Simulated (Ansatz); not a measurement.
# TaRu in Cmmm, a phase reached by a soft mode: following an unstable mode, part 2 of 2

Which phase does TaRu in Cmmm, a phase reached by a soft mode fall into along its unstable mode, and how much energy does it gain?

Ansatz 0.2.0; DFT PBEsol, scalar-relativistic, plane waves, PAW; PAW set soft_1.

So far. Step 4 (The mode frozen in, largest atomic shift 0.14 Å): The run ends at a pressure of 0.31 GPa, with forces up to 0.26 eV/Å. Step 5 (Energy along the mode, all amplitudes (two of the runs …): The lowest step is at 0.14 Å, 2.94 meV/atom below the parent, and the energy rises beyond it.

## Step 6: Relaxing from the distorted cell

Starting from the lowest point found, all atoms and the cell are let go, so that strain and other modes of the same symmetry can join in.

input.yaml reads:

```yaml
crystal:
  lattice:
    - [3.0682683753, -6.6891944529, 0.0]
    - [3.0682683753, 6.6891944529, 0.0]
    - [0.0, 0.0, 3.0202337854]
  atoms:
    - { symbol: Ta, position: [0.6218930793, 0.8723824146, 0.5] }
    - { symbol: Ta, position: [0.1276175854, 0.3781069207, 0.5] }
    - { symbol: Ta, position: [0.860009779, 0.6094596743, 0.5] }
    - { symbol: Ta, position: [0.3905403257, 0.139990221, 0.5] }
    - { symbol: Ru, position: [0.7660328703, 0.2339671297, 0.0] }
    - { symbol: Ru, position: [0.2411021111, 0.7588978889, 0.0] }
    - { symbol: Ru, position: [0.0032208601, -0.0032208601, 0.0] }
    - { symbol: Ru, position: [0.4895353618, 0.5104646382, 0.0] }
kpoints:
  mp_grid: { grid: [6, 6, 12] }
hamiltonian:
  xc: pbesol
  pseudopotentials: { kind: paw, azcp: { folder: soft_1 }, xc_functional: pbe }
scf:
  occupations: { method: methfessel_paxton, width: 0.2 }
output:
  forces: true
  stress: true
  eigenvalues: true
relax:
  adjacent_minimum: "off"
  f_tol: 0.002
  max_steps: 120
  cell: { stress_tol: 0.03 }
```

On the command line:

```bash
$ ansatz run input.yaml --threads 4 --pin off --max-ram 10240MiB --backend cpu --events-out ev --progress --plain --runs-dir out
```

Output:

```text
[...]
Crystal: 8 atoms, lattice volume = 123.976 Å³
Basis set: ecut = 420 eV, 2423 PW (Γ), exchange–correlation on 100×100×48 points (8 copies of the dense FFT grid, shifted against one another)
Bands: 70, of which v1, the nominal top of the filled ones, is band 58 counted from 1 (57 counted from 0)
Symmetry: 4 space group operations
[...]
k-points: 91 of 432 (time reversal used)
[...]
SCF iter   1: F=—  HF=-62514.735417 eV  |F-HF|=—  |Δ(HF+E_count)|=         —  Δρ=2.45e-1  dr2=1.25e2  ethr=3.10e-3  ⟨swp⟩=4.6  Hψ=19538  notcnv=0
[...]
SCF iter   9: F=-62498.236467 eV  HF=-62498.236467 eV  |F-HF|=2.44e-8  |Δ(HF+E_count)|=   5.10e-8  S|Δr|=    0.00e0  Δρ=3.07e-6  dr2=2.80e-8  ethr=8.62e-11  ⟨swp⟩=10.4  Hψ=23780  notcnv=0
SCF 1 converged in 9 iterations: F = -62498.236467 eV  dr2 = 2.80e-8
[...]
relax step   1: F+E_penalty+E_count = -62498.23646726 eV  Δ(F+E_penalty+E_count) = +0.000e0 eV  max|allowed force component| = 2.603e-1 eV/Å  Δτ_max = 0.0000 Å  P = +0.309 GPa  Ω = 123.976 Å³  (9 SCF iters, dr2 threshold 1.00e-7 eV, accepted)
Crystal: 8 atoms, lattice volume = 124.115 Å³
Basis set: ecut = 420 eV, 2425 PW (Γ), exchange–correlation on 100×100×48 points (8 copies of the dense FFT grid, shifted against one another)
[...]
iter 1 solved again at ethr=5.59e-5 eV; its pass at ethr=3.10e-3 eV (dr2=6.48e-2 eV) is discarded
[...]
SCF iter   6: F=-62498.224869 eV  HF=-62498.224869 eV  |F-HF|=1.34e-7  |Δ(HF+E_count)|=   8.96e-7  S|Δr|=    0.00e0  Δρ=8.47e-6  dr2=1.76e-7  ethr=6.90e-10  ⟨swp⟩=4.5  Hψ=23130  notcnv=0
the search or the solves at the SCF's close seem to have found levels that the self-consistency loop had missed (the run counts 1). By its estimate they hold under 1e-12 electrons; where the run keeps them, the occupations were computed again with them
SCF 2 converged in 6 iterations: F = -62498.224869 eV  dr2 = 1.76e-7
relax step   2: F+E_penalty+E_count = -62498.22486888 eV  Δ(F+E_penalty+E_count) = +1.160e-2 eV  max|allowed force component| = 4.101e-1 eV/Å  Δτ_max = 0.0387 Å  P = -0.339 GPa  Ω = 124.115 Å³  energy of the carried Pulay correction = -1.115e-4 eV  (6 SCF iters, dr2 threshold 8.00e-7 eV, rejected (line search))
Crystal: 8 atoms, lattice volume = 124.113 Å³
Basis set: ecut = 420 eV, 2411 PW (Γ), exchange–correlation on 100×100×48 points (8 copies of the dense FFT grid, shifted against one another)
[...]
SCF iter   9: F=-62498.251053 eV  HF=-62498.251053 eV  |F-HF|=2.18e-11  |Δ(HF+E_count)|=  7.28e-12  S|Δr|=    0.00e0  Δρ=7.75e-8  dr2=2.38e-11  ethr=1.00e-12  ⟨swp⟩=6.2  Hψ=26476  notcnv=0
SCF 3 converged in 9 iterations: F = -62498.251053 eV  dr2 = 2.38e-11
relax step   3: F+E_penalty+E_count = -62498.25105289 eV  Δ(F+E_penalty+E_count) = -1.459e-2 eV  max|allowed force component| = 1.690e-1 eV/Å  Δτ_max = 0.0244 Å  P = -0.187 GPa  Ω = 124.113 Å³  energy of the carried Pulay correction = -1.102e-4 eV  (9 SCF iters, accepted)
[...]
relax step   4: F+E_penalty+E_count = -62498.25417334 eV  Δ(F+E_penalty+E_count) = -3.120e-3 eV  max|allowed force component| = 7.679e-2 eV/Å  Δτ_max = 0.0297 Å  P = +0.592 GPa  Ω = 123.822 Å³  energy of the carried Pulay correction = +1.240e-4 eV  (6 SCF iters, dr2 threshold 8.00e-7 eV, accepted)
[...]
relax step   5: F+E_penalty+E_count = -62498.25511991 eV  Δ(F+E_penalty+E_count) = -9.466e-4 eV  max|allowed force component| = 4.429e-2 eV/Å  Δτ_max = 0.0097 Å  P = -0.256 GPa  Ω = 124.201 Å³  energy of the carried Pulay correction = -1.801e-4 eV  (4 SCF iters, dr2 threshold 8.00e-7 eV, accepted)
[...]
relax step   6: F+E_penalty+E_count = -62498.25538763 eV  Δ(F+E_penalty+E_count) = -2.677e-4 eV  max|allowed force component| = 3.384e-2 eV/Å  Δτ_max = 0.0076 Å  P = +0.005 GPa  Ω = 124.059 Å³  energy of the carried Pulay correction = -6.642e-5 eV  (5 SCF iters, dr2 threshold 2.93e-7 eV, accepted)
[...]
relax step   7: F+E_penalty+E_count = -62498.25560585 eV  Δ(F+E_penalty+E_count) = -2.182e-4 eV  max|allowed force component| = 1.587e-2 eV/Å  Δτ_max = 0.0037 Å  P = -0.008 GPa  Ω = 124.070 Å³  energy of the carried Pulay correction = -7.575e-5 eV  (5 SCF iters, dr2 threshold 8.13e-8 eV, accepted)
[...]
relax step   8: F+E_penalty+E_count = -62498.25564908 eV  Δ(F+E_penalty+E_count) = -4.324e-5 eV  max|allowed force component| = 1.727e-3 eV/Å  Δτ_max = 0.0027 Å  P = -0.003 GPa  Ω = 124.066 Å³  energy of the carried Pulay correction = -7.189e-5 eV  (6 SCF iters, dr2 threshold 1.57e-8 eV, accepted)
[...]
SCF iter   5: F=-62498.255782 eV  HF=-62498.255782 eV  |F-HF|=0.00e0  |Δ(HF+E_count)|=  2.18e-11  S|Δr|=    0.00e0  Δρ=4.46e-8  dr2=8.99e-12  ethr=1.00e-12  ⟨swp⟩=5.4  Hψ=25795  notcnv=0
SCF 9 converged in 5 iterations: F = -62498.255782 eV  dr2 = 8.99e-12
relax step   9: F+E_penalty+E_count = -62498.25578209 eV  Δ(F+E_penalty+E_count) = -1.330e-4 eV  max|allowed force component| = 1.802e-3 eV/Å  Δτ_max = 0.0000 Å  P = -0.004 GPa  Ω = 124.066 Å³  stress off target by 1.60e-2 GPa  SCF on the basis re-selected at this cell (its energy is not comparable with the rows above)  (5 SCF iters)
basis re-selected at this cell: Δ(F+E_penalty+E_count) = -1.330e-4 eV, ΔP = -0.001 GPa vs the last step (what re-selecting the basis moved, of the pressure what is left beyond the Pulay correction that the steps carried, after the strain that the cell walked since its last selection, with what the two solves' SCF thresholds leave and, on support functions, any second-order correction that the steps lacked; it is no m [...]
SCF converged after 5 iterations
[...]
Free energy (F): -62498.255782 eV
[...]
Internal energy: -62498.269355 eV  (E = F + TS)
E sigma→0 (E₀):  -62498.259175 eV
Entropy (-TS):   0.013573 eV (1.697 meV/atom)
Fermi energy:    21.563326 eV
[...]
--- Forces (eV/Å), atoms counted from 1 ---
  atom   1  Ta     0.00002578    -0.00008429    -0.00000000
  atom   2  Ta    -0.00002578    -0.00008429     0.00000000
  atom   3  Ta    -0.00072905     0.00004033     0.00000000
  atom   4  Ta     0.00072905     0.00004033    -0.00000000
  atom   5  Ru     0.00000000     0.00016470     0.00000000
  atom   6  Ru    -0.00000000    -0.00180235    -0.00000000
  atom   7  Ru     0.00000000     0.00176480     0.00000000
  atom   8  Ru    -0.00000000    -0.00003912    -0.00000000
  max |Σ_I F_I| component: 1.24e-7 eV/Å
--- Stress (GPa, compression-positive) ---
        0.008096       0.000000       0.000000
        0.000000      -0.015986      -0.000000
        0.000000      -0.000000      -0.003941
  P = ⅓ Tr σ = -0.0039 GPa (-0.039 kbar)
--- Band table (eV; the first three rows and the last of 91) ---
  k-point 0: bands = [... 54 lower, 19.8156, 20.3330, 20.5855, 21.0696, 21.3093, 21.5406, 21.5682, 22.0820, ... 8 higher]
  k-point 1: bands = [... 54 lower, 20.1170, 20.1354, 20.2276, 21.0563, 21.4782, 21.6926, 21.7242, 21.8814, ... 8 higher]
  k-point 2: bands = [... 54 lower, 19.7735, 19.9615, 20.8762, 21.0235, 21.8500, 21.9743, 22.0333, 22.0373, ... 8 higher]
  k-point 90: bands = [... 54 lower, 20.8325, 21.3543, 21.3852, 21.6605, 21.6808, 21.8944, 22.1060, 22.6834, ... 8 higher]
--- Relaxed structure (8 steps of the walk, 7 accepted, 1 SCFs on fresh bases) ---
  F+E_penalty+E_count = -62498.25578209 eV   max|allowed force component| = 1.802e-3 eV/Å   (the final SCF, on the basis selected at the relaxed cell)
  cell:  # Å, volume = 124.0656 Å³
    - [3.089428, -6.631250, 0.0]
    - [3.089428, 6.631250, 0.0]
    - [0.0, 0.0, 3.027946]
  atoms:
    - { symbol: Ta, position: [0.624992, 0.875005, 0.5] }
    - { symbol: Ta, position: [0.124995, 0.375008, 0.5] }
    - { symbol: Ta, position: [0.857981, 0.607993, 0.5] }
    - { symbol: Ta, position: [0.392007, 0.142019, 0.5] }
    - { symbol: Ru, position: [0.763910, 0.236090, 0.0] }
    - { symbol: Ru, position: [0.244743, 0.755257, 0.0] }
    - { symbol: Ru, position: [0.00524335, -0.00524335, 0.0] }
    - { symbol: Ru, position: [0.486080, 0.513920, 0.0] }
```

Run time: 1.9 min. Hardware: 4 threads of Intel Xeon Platinum 8488C (Sapphire Rapids), shared host; peak memory 1 GiB.

Step by step:

| step | energy less that of the first step (eV) | largest force component (eV/Å) | pressure (GPa) | volume (Å³) |
| --- | --- | --- | --- | --- |
| 1 | 0.0000 | 0.2604 | 0.31 | 123.98 |
| 2 | 0.0116 | 0.4101 | -0.34 | 124.12 |
| 3 | -0.0146 | 0.1690 | -0.19 | 124.11 |
| 4 | -0.0177 | 0.0768 | 0.59 | 123.82 |
| 5 | -0.0187 | 0.0443 | -0.26 | 124.20 |
| 6 | -0.0189 | 0.0338 | 0.00 | 124.06 |
| 7 | -0.0191 | 0.0159 | -0.01 | 124.07 |
| 8 | -0.0192 | 0.0017 | 0.00 | 124.07 |
| 9* | -0.0193 | 0.0018 | 0.00 | 124.07 |

Relaxation steps marked * repeat the geometry before them on a plane-wave basis chosen anew for their cell, so energy and pressure can jump there. Relaxation step 2 was tried and not accepted.

The run keeps the 4 symmetry operations that the program found, so distortions that break them were not tested.

| cell as run | before | after | change |
| --- | --- | --- | --- |
| a (Å) | 7.359 | 7.316 | -0.6 % |
| b (Å) | 7.359 | 7.316 | -0.6 % |
| c (Å) | 3.020 | 3.028 | +0.3 % |
| γ (°) | 130.72 | 130.04 | -0.5 % |
| volume (Å³/atom) | 15.50 | 15.51 | +0.1 % |

The atoms that moved most (Å, as changes of fractional coordinates times the final cell):

| atom | dx | dy | dz | length |
| --- | --- | --- | --- | --- |
| Ru6 | 0.000 | -0.048 | 0.000 | 0.048 |
| Ru8 | 0.000 | 0.046 | 0.000 | 0.046 |
| Ru5 | 0.000 | 0.028 | 0.000 | 0.028 |
| Ru7 | 0.000 | -0.027 | 0.000 | 0.027 |
| Ta1 | 0.018 | -0.003 | 0.000 | 0.018 |
| Ta2 | -0.018 | -0.003 | 0.000 | 0.018 |
| Ta3 | -0.011 | 0.004 | 0.000 | 0.011 |
| Ta4 | 0.011 | 0.004 | 0.000 | 0.011 |

This step gave:

* pressure: -0.003944 GPa
* volume per atom: 15.51 Å³

The distorted start has space group Amm2; the relaxation ends in Cmmm.

## Step 7: The new phase in its own primitive cell

The relaxed structure is symmetrised, reduced to its primitive cell and relaxed tightly, as its phonons need.

input.yaml, the sections that differ from step 6:

```yaml
crystal:
  lattice:
    - [3.0894277557, -6.6312497145, 0.0]
    - [3.0894277557, 6.6312497145, 0.0]
    - [0.0, 0.0, 3.0279456847]
  atoms:
    - { symbol: Ta, position: [0.5, 0.0, 0.5] }
    - { symbol: Ta, position: [0.0, 0.5, 0.5] }
    - { symbol: Ta, position: [0.7329892393, 0.7329892393, 0.5] }
    - { symbol: Ta, position: [0.2670107607, 0.2670107607, 0.5] }
    - { symbol: Ru, position: [0.6389179827, 0.3610820173, 0.0] }
    - { symbol: Ru, position: [0.1197506307, 0.8802493693, 0.0] }
    - { symbol: Ru, position: [0.8802493693, 0.1197506307, 0.0] }
    - { symbol: Ru, position: [0.3610820173, 0.6389179827, 0.0] }
relax:
  adjacent_minimum: "off"
  f_tol: 0.001
  max_steps: 60
  cell: { stress_tol: 0.01 }
# kpoints, hamiltonian, scf, output: as in step 6
```

Output:

```text
[...]
Crystal: 8 atoms, lattice volume = 124.066 Å³
Basis set: ecut = 420 eV, 2411 PW (Γ), exchange–correlation on 100×100×48 points (8 copies of the dense FFT grid, shifted against one another)
Bands: 70, of which v1, the nominal top of the filled ones, is band 58 counted from 1 (57 counted from 0)
Symmetry: 8 space group operations
[...]
k-points: 91 of 432
[...]
atoms:
    - { symbol: Ta, position: [0.5, 2.775558e-17, 0.500000] }
    - { symbol: Ta, position: [2.775558e-17, 0.5, 0.500000] }
    - { symbol: Ta, position: [0.732976, 0.732976, 0.500000] }
    - { symbol: Ta, position: [0.267024, 0.267024, 0.500000] }
    - { symbol: Ru, position: [0.638919, 0.361081, 0.0] }
    - { symbol: Ru, position: [0.119759, 0.880241, 0.0] }
    - { symbol: Ru, position: [0.880241, 0.119759, 0.0] }
    - { symbol: Ru, position: [0.361081, 0.638919, 0.0] }
[key lines of the parts left out:]
SCF converged after 6 iterations
Free energy (F): -62498.255783 eV
Fermi energy:    21.563640 eV
P = ⅓ Tr σ = -0.0007 GPa (-0.007 kbar)
```

It took 35 s on 4 threads; peak memory 0.99 GiB; 2.2 min of CPU time.

Little changed from the start: no atom moved by 0.005 Å and no cell edge by 0.1 %.

Numbers from this step:

```
pressure : -7.08e-4 GPa
```

The largest force component left is 0.59 meV/Å and the pressure is -0.001 GPa, within the tolerances set. The cell now holds 15.51 Å³/atom.

## Step 8: Modes of the new phase

A relaxed structure may still be a saddle point, so its zone-centre modes are computed. No field response is asked, since the mesh shows no gap.

input.yaml, the sections that differ from step 7:

```yaml
crystal:
  lattice:
    - [3.0896579354, -6.6308317851, 0.0]
    - [3.0896579354, 6.6308317851, 0.0]
    - [0.0, 0.0, 3.0278762266]
  atoms:
    - { symbol: Ta, position: [0.5, 0.0, 0.5] }
    - { symbol: Ta, position: [0.0, 0.5, 0.5] }
    - { symbol: Ta, position: [0.7329756428, 0.7329756428, 0.5] }
    - { symbol: Ta, position: [0.2670243572, 0.2670243572, 0.5] }
    - { symbol: Ru, position: [0.6389192195, 0.3610807805, 0.0] }
    - { symbol: Ru, position: [0.1197588215, 0.8802411785, 0.0] }
    - { symbol: Ru, position: [0.8802411785, 0.1197588215, 0.0] }
    - { symbol: Ru, position: [0.3610807805, 0.6389192195, 0.0] }
output:
  eigenvalues: true
phonons:
  method: dfpt
# kpoints, hamiltonian, scf: as in step 7
# relax: removed
```

Output:

```text
[...]
Crystal: 8 atoms, lattice volume = 124.064 Å³
Basis set: ecut = 420 eV, 2411 PW (Γ), exchange–correlation on 100×100×48 points (8 copies of the dense FFT grid, shifted against one another)
Bands: 70, of which v1, the nominal top of the filled ones, is band 58 counted from 1 (57 counted from 0)
Symmetry: 8 space group operations
k-points: 140 of 432 (irreducible under 2 space group operations, time reversal used)
[...]
SCF iter   1: F=—  HF=-62514.839458 eV  |F-HF|=—  |Δ(HF+E_count)|=         —  Δρ=2.44e-1  dr2=1.25e2  ethr=3.10e-3  ⟨swp⟩=4.5  Hψ=29946  notcnv=0
[...]
SCF iter  12: F=-62498.255783 eV  HF=-62498.255783 eV  |F-HF|=0.00e0  |Δ(HF+E_count)|=  1.46e-11  S|Δr|=    0.00e0  Δρ=2.63e-8  dr2=1.16e-12  ethr=1.00e-12  ⟨swp⟩=11.5  Hψ=43826  notcnv=0
SCF 1 converged in 12 iterations: F = -62498.255783 eV  dr2 = 1.16e-12
[...]
SCF converged after 12 iterations
[...]
Free energy (F): -62498.255783 eV
[...]
Internal energy: -62498.269358 eV  (E = F + TS)
E sigma→0 (E₀):  -62498.259176 eV
Entropy (-TS):   0.013575 eV (1.697 meV/atom)
Fermi energy:    21.563640 eV
[...]
--- Band table (eV; the first three rows and the last of 140) ---
  k-point 0: bands = [... 54 lower, 19.8154, 20.3330, 20.5855, 21.0699, 21.3094, 21.5410, 21.5681, 22.0825, ... 8 higher]
  k-point 1: bands = [... 54 lower, 20.1168, 20.1360, 20.2276, 21.0567, 21.4783, 21.6927, 21.7247, 21.8819, ... 8 higher]
  k-point 2: bands = [... 54 lower, 19.7735, 19.9613, 20.8769, 21.0242, 21.8506, 21.9743, 22.0343, 22.0375, ... 8 higher]
  k-point 139: bands = [... 54 lower, 20.8332, 21.3545, 21.3861, 21.6609, 21.6822, 21.8950, 22.1062, 22.6836, ... 8 higher]
[...]
ASR residual: 6.410e-5 → 0.000e0 eV/Å²; symmetrization residual: 9.548e-6 eV/Å²
[...]
```

The job ended after 6.6 min (4 threads; peak memory 3.7 GiB; 25 min of CPU time).

This step gave:

```
sum-rule residual before enforcement                    : 6.41e-5 eV/Å²
highest optical mode at the zone centre (no LO-TO term) : 218.2 cm⁻¹
lowest optical zone-centre mode                         : 84.02 cm⁻¹
```

Patterns of degenerate modes are one choice out of their space. Modes at Γ, with each element's share of the kinetic energy:

| mode | frequency (cm⁻¹) | symmetry | Ta % | Ru % |
| --- | --- | --- | --- | --- |
| 1 | 0.0 | acoustic | 64 | 36 |
| 2 | 0.0 | acoustic | 64 | 36 |
| 3 | 0.0 | acoustic | 64 | 36 |
| 4 | 84.0 | B3u | 82 | 18 |
| 5 | 89.5 | B2g | 100 | 0 |
| 6 | 93.1 | B2u | 24 | 76 |
| 7 | 94.9 | B1u | 93 | 7 |
| 8 | 102.2 | B3u | 99 | 1 |
| 9 | 111.7 | Au | 100 | 0 |
| 10 | 112.9 | B1g | 91 | 9 |
| 11 | 123.6 | B3g | 0 | 100 |
| 12 | 134.8 | Ag | 64 | 36 |
| 13 | 136.9 | B1g | 0 | 100 |
| 14 | 144.9 | B1u | 7 | 93 |
| 15 | 145.4 | B3g | 0 | 100 |
| 16 | 146.6 | Ag | 1 | 99 |
| 17 | 163.4 | B2u | 46 | 54 |
| 18 | 164.6 | B1u | 36 | 64 |
| 19 | 167.0 | B2u | 91 | 9 |
| 20 | 170.1 | B3u | 35 | 65 |
| 21 | 194.8 | Ag | 35 | 65 |
| 22 | 206.3 | B1g | 9 | 91 |
| 23 | 212.7 | B3u | 20 | 80 |
| 24 | 218.2 | B2u | 75 | 25 |

Displacements in mode 4 (84.0 cm⁻¹), the largest set to 1:
```
Ta1  0.45  1.00  0.00
Ta2  0.45 -1.00  0.00
Ta3 -0.69  0.00  0.00
Ta4 -0.69  0.00  0.00
Ru5  0.75  0.00  0.00
Ru6 -0.31  0.00  0.00
Ru7 -0.31  0.00  0.00
Ru8  0.75  0.00  0.00
```

Displacements in mode 8 (102.2 cm⁻¹), the largest set to 1:
```
Ta1  1.00 -1.00  0.00
Ta2  1.00  1.00  0.00
Ta3 -0.92  0.00  0.00
Ta4 -0.92  0.00  0.00
Ru5 -0.19  0.00  0.00
Ru6  0.04  0.00  0.00
Ru7  0.04  0.00  0.00
Ru8 -0.19  0.00  0.00
```

Before it was imposed, the acoustic sum rule was missed by 6.4e-5 eV/Å². Small misses are needed for a sound result but don't prove that mesh and cutoff are converged. The lowest optical mode is real, 84.0 cm⁻¹.

## Step 9: The phases reached

The phases reached along the modes that were followed are set side by side.

Energies are those of the first relaxation, on the mesh of the frozen mode; space group, volume and gap are those of the last relaxation. Phases, by row:

| mode frozen in | space group | energy from parent (meV/atom) | volume (Å³/atom) | gap on mesh (eV) | lowest zone-centre optical mode (cm⁻¹) | largest shift (Å) |
| --- | --- | --- | --- | --- | --- | --- |
| parent | Cmmm | 0 | 15.5 | 0 | – | – |
| q = (0, 0, 0), 83i cm⁻¹ | Cmmm | -5.38 | 15.51 | 0 | 84 | 0.185 |

## Step 10: Summary of results

| Item | Value |
| --- | --- |
| unstable mode of the parent | q = (0, 0, 0), 83i cm⁻¹ |
| depth at the lowest point sampled | 2.94 meV/atom |
| largest atomic shift at that point | 0.14 Å |
| space group reached | Cmmm |
| energy gained over the parent (first relaxation, on the mesh of the frozen mode) | 5.38 meV/atom |
| volume per atom, phase reached | 15.5 Å³ |
| lowest optical zone-centre mode, phase reached | 84.0 cm⁻¹ |
| highest optical mode at the zone centre (no LO-TO term), phase reached | 218 cm⁻¹ |

Along this mode the structure falls into Cmmm, 5.38 meV/atom below the parent. At the parent's cell the well is 2.944 meV/atom deep on the steps tried, with its lowest point at a shift of 0.14 Å. Relaxing atoms and cell changes the gain by +2.43 meV/atom against the lowest step (energies at zero smearing). The end point has the space group of the parent. The new phase has no imaginary mode at the zone centre of its cell; other wavevectors were not checked. Each path keeps the symmetry of its pattern, so a lower phase may lie along a pattern not tried. With no gap, or one that is small against the smearing, the frequencies hang on the k mesh and the smearing, most of all near Kohn anomalies. Spin-orbit coupling is left out, which can matter for the heavy elements here. The PAW files were made for PBE and serve the other functionals too.

[Long decimals in the printed logs are rounded to 6 places.]

[Logs are printed without paths, hosts, clocks, repeated set-up lines and the standing remarks that a program may print on its own settings, such as how far it seeks lower states.]

[Hosts, paths, dates, database ids (printed as entryN), source tags and the programs' standing remarks are cut or masked in the printed files.]

[Where the starting crystal was built by hand or by swapping elements, it need not be the compound's stable phase.]
